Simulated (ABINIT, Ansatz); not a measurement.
Records of electronic-structure calculations.

### How the form of the self-energy moves the gap of PNO (Cc)

Symmetry: Cc, No. 9, monoclinic system. The conventional cell has a = 6.556 Å, b = 6.572 Å, c = 4.620 Å, α = 90.00°, β = 130.96°, γ = 90.00°. P has 2 N at 1.55 Å and 2 O at 1.60 Å nearest. Nearest to N lie 2 P at 1.55 Å. O has 2 P at 1.60 Å nearest. Farther neighbours, and contacts between anions beyond the nearest, are not listed.

| Quantity | Value |
| --- | --- |
| method | RPA screening on LDA, plane waves, norm-conserving pseudopotentials (and 3 further levels or steps) |
| program | ABINIT 10.8.3 |
| settings | cutoff 36 Ha, PseudoDojo scalar-relativistic 0.4.1 standard, norm-conserving, ngkpt (2, 2, 4), nband 65, ecuteps 4.2 Ha, gwcalctyp 2, nfreqre 16, nfreqim 8, inclvkb 2, freqremax 40 eV, spmeth 1, nomegasf 120, shiftk (0, 0, 0), symchi 1, awtr 1, frequency cd, 2×2×4 k-mesh |
| cost | 8 runs, 3.7 min in all on 4 MPI ranks of Arm Neoverse N1, shared host |
| notes | The program’s warnings: Min real frequency set to default [Ha] = and nkpt*nsppol () is not a multiple of nproc spkpt (). The cell and positions are those that the Materials Project relaxed with its own functionals (PBE, PBE+U or r2SCAN), kept fixed. The 2×2×4 mesh is coarse for this cell, which bears on the long-range parts of exchange and screening. |
| G0W0, Godby-Needs plasmon pole | 7.195 eV |
| G0W0, von der Linden-Horsch plasmon pole | 7.292 eV |
| G0W0, Engel-Farid plasmon pole | 7.235 eV |
| one-shot Hartree-Fock | 14.327 eV |
| G0W0, contour deformation | 7.197 eV |
| known limits | short of the basis limit; coarse k mesh |

G0W0, von der Linden-Horsch plasmon pole: +0.097 eV against G0W0, Godby-Needs plasmon pole. G0W0, Engel-Farid plasmon pole: +0.040 eV against G0W0, Godby-Needs plasmon pole.

[Paths, hosts, dates, memory and timing lines, banners, echoed tables and standing remarks are left out of the program output; an Ansatz launch command may be rebuilt from the run's recorded settings. Measured values are a selection of at most five: reports struck by readers or far from the other reports are left out. None is set beside runs whose start may be inverted or whose files or cutoffs have a known fault.]

[Runs of the session that timed out or met a known fault of the program may be left out.]

[Hosts, paths, dates, database ids (printed as entryN), source tags and the programs' standing remarks are cut or masked in the printed files.]

[G0W0 gaps are taken among the corrected bands and points alone; a level outside them can change the order at an edge.]

[Where Ansatz stands beside ABINIT at settings called matched, ABINIT's density can come from a denser mesh and the files from another edition; pairs whose starting gaps differed by over 0.03 eV were left out, so agreement reads better than it is.]
